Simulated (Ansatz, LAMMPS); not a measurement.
# Charge trapping in glassy 63ZnO-37GeO2 (mol %) (102 atoms): runs compared

Does an extra electron or hole in glassy 63ZnO-37GeO2 (mol %) (102 atoms) stay spread out, or do the atoms trap it?

Computed with Ansatz 0.2.0: Kohn-Sham DFT, PBE, PAW (set soft_1), plane waves.

## Step 1: The cell as built

The cell holds 102 atoms: 27 Zn, 16 Ge and 59 O. Its edges and angles: a = 11.178 Å, b = 11.178 Å, c = 11.178 Å, α = 90.0°, β = 90.0°, γ = 90.0°. 102 atoms (27 Zn, 16 Ge, 59 O) placed at random at 4.43 g/cm³, melted at 4000 K for 10 ps at fixed volume with the Morse and Coulomb pair potential with partial charges (Pedone, Malavasi, Menziani, Cormack and Segre, J. Phys. Chem. B 110, 11780 (2006)). Quenched from 4000 K to 300 K at 50 K/ps and fixed volume, held 10 ps at zero pressure, then minimised at fixed cell.

What the set-up can't give: The quench rate of 50 K/ps far exceeds what a furnace or splat quench reaches, so expect more defects and frozen-in strain than in a real sample. The starting topology of bonds comes from the classical model, and needn't be the one that DFT or experiment would give. The Brillouin zone is sampled at Γ only, in a cell whose shortest periodic width is 11 Å.

## Step 2: The reference run

The reference is a single point at the end of the relaxation.

The charged cells start from the geometry of this run, on a uniform background, with spin and a narrow Fermi–Dirac smearing.

Its input, with most atom lines left out:

```yaml
crystal:
  lattice:
    - [11.17787, 0.0, 0.0]
    - [0.0, 11.17787, 0.0]
    - [0.0, 0.0, 11.17787]
  atoms:
    - { symbol: Zn, position: [0.41548, 0.31267, 0.25001] }
    - { symbol: Zn, position: [0.50797, 0.79743, 0.32703] }
    - { symbol: Zn, position: [0.71928, 0.4867, 0.05818] }
    - { symbol: Zn, position: [0.81165, 0.07743, 0.48939] }
    - { symbol: Zn, position: [0.40943, 0.17788, 0.49365] }
    - { symbol: Zn, position: [0.48887, 0.31542, 0.99432] }
    - { symbol: Zn, position: [0.8138, 0.82308, 0.63004] }
    [... atom lines 8 to 102 left out ...]
kpoints:
  mp_grid: { grid: [1, 1, 1] }
hamiltonian:
  xc: pbe
  pseudopotentials: { kind: paw, azcp: { folder: soft_1 } }
scf:
  occupations: { method: fixed }
output:
  forces: true
  stress: true
  populations: true
  dos:
    method: { smearing: { sigma: 0.15 } }
    de: 0.1
    projected: { site_lists: { Ge: [Ge], O: [O], Zn: [Zn] } }
  eigenvalues: true
  write_density: true
  write_potential: true
  volumetric_format: npy
  elf: true
```

```
free energy per atom   : -1880.4860 eV/atom
r.m.s. force component : 0.00488 eV/Å
pressure               : 0.5705 GPa
```

Filled and empty levels are parted by 1.07 eV (at Γ alone); a semilocal functional tends to put such gaps too low. In a disordered cell it changes from sample to sample, and tail or defect levels can set it.

## Step 3: The runs

Each row is one run, on 4 threads of Intel Xeon Platinum 8488C (Sapphire Rapids), shared host. The free energy is the program's total, comparable only between runs with the same functional, potentials and atoms; between charge states it hangs on the program's zero of potential.

```
                                              run  atoms    outcome  ionic steps, all passes  free energy (eV)     time  host memory (GiB)
                        Single point at the start    102  converged                        -       -191802.794     53 s                2.2
                                       Relaxation    102  converged                       17       -191809.571  7.1 min                2.3
             Single point at the relaxed geometry    102  converged                        -       -191809.571     61 s                2.3
                    An extra electron, atoms held    102  converged                        -       -191803.123  2.6 min                3.9
                 An extra electron, atoms relaxed    102  converged                        3       -191803.134  3.9 min                3.8
An extra electron, levels at the relaxed geometry    102  converged                        -       -191803.134  2.1 min                3.9
          Neutral at the geometry of the electron    102  converged                        -       -191809.561     56 s                2.3
                        An extra hole, atoms held    102  converged                        -       -191814.768  3.4 min                3.9
                     An extra hole, atoms relaxed    102  converged                        6       -191814.861  7.8 min                3.8
    An extra hole, levels at the relaxed geometry    102  converged                        -       -191814.861  2.2 min                3.9
              Neutral at the geometry of the hole    102  converged                        -       -191809.447     44 s                2.3
```

In some runs the program notes that starting moments were not kept.

A closer look about O90, which holds the most spin of the extra hole after relaxation: 13 atoms, nearest first, numbered in the order of the input, with positions taken from that point.

```
atom      x      y      z  distance (Å)  Löwdin charge (e)  moment (μB)
 O90   0.00   0.00   0.00          0.00              -1.16         0.18
 Zn6   0.30   1.07  -1.52          1.88               1.50         0.01
 Zn1  -0.58   1.05   1.47          1.90               1.48         0.04
Zn20   1.28  -1.11   0.94          1.94               1.51         0.02
 O75   0.51  -0.07   2.70          2.75              -1.23         0.05
 O77  -1.06   0.29  -2.73          2.94              -0.96         0.01
 O57   2.13  -2.08  -0.79          3.08              -0.77         0.00
 O84   0.78   2.93  -1.21          3.27              -0.92         0.07
 O71   2.36   0.40  -2.24          3.28              -0.75         0.00
 O80   2.97  -0.09   1.47          3.31              -0.95         0.01
 O53   0.77  -3.03   1.21          3.35              -0.94         0.00
 O44  -2.49   1.24   1.94          3.39              -1.24         0.04
 O98  -0.49   3.04   1.60          3.47              -0.92         0.06
```

## Step 4: Energies and spread of the extra charge

Energies are differences within one cell and functional; the shift is the gain plus the neutral cell's energy at the new geometry, that is how much cheaper the vertical process becomes there. The spread is the participation number of the site moments (1/Σw², over the spin inside atomic spheres), with the atom that holds the largest share and the spin that the spheres hold in all.

```
 carrier  charged less neutral, atoms held (eV)  gain on relaxing (eV)  neutral cell at that geometry, less the reference (eV)  shift of the vertical energy (eV)       spread, atoms held          spread, relaxed
electron                                  6.448                  0.012                                                   0.010                              0.021                        -                        -
    hole                                 -5.197                  0.093                                                   0.124                              0.216  21; O90 13 % of 0.92 μB  14; O90 20 % of 0.91 μB
```

## Step 5: What came out

The extra electron gains 0.012 eV as the atoms relax: so small a gain shows no trapping at this level. The cell with the electron keeps a moment of only 0.00 μB where one unpaired electron should give 1 μB: the carrier is shared between both spins, which can hide trapping. The extra hole gains 0.093 eV as the atoms relax, and its spin goes from about 21 to 14 atoms: a partial localisation as the atoms move, with the largest share on O90. The hole is shared among 2 partly filled levels, as near-degenerate levels under the smearing give, and as self-interaction favours. Adding the two vertical energies gives 1.25 eV, against a gap of 1.07 eV in the neutral cell. The zero of the potential cancels in this sum; the excess isn't taken apart here: charging of a small cell, filling of bands on a coarse mesh and the attraction to the background can all enter.

**Limits.** Single energies of charged cells hang on the program's zero of potential. In the spin-polarised runs the search for a state of lower energy was switched off. No distortion was seeded, so a trapped state behind a barrier can't be found. Local and semilocal functionals favour spread-out charges, so trapping can be missed. Charged cells carry a uniform background, with no correction for images.

The DFT runs together took 33 min of wall time.

[Logs are printed without paths, hosts, clocks, repeated set-up lines and the standing remarks that a program may print on its own settings, such as how far it seeks lower states.]

[Hosts, paths, dates, database ids (printed as entryN), source tags and the programs' standing remarks are cut or masked in the printed files.]
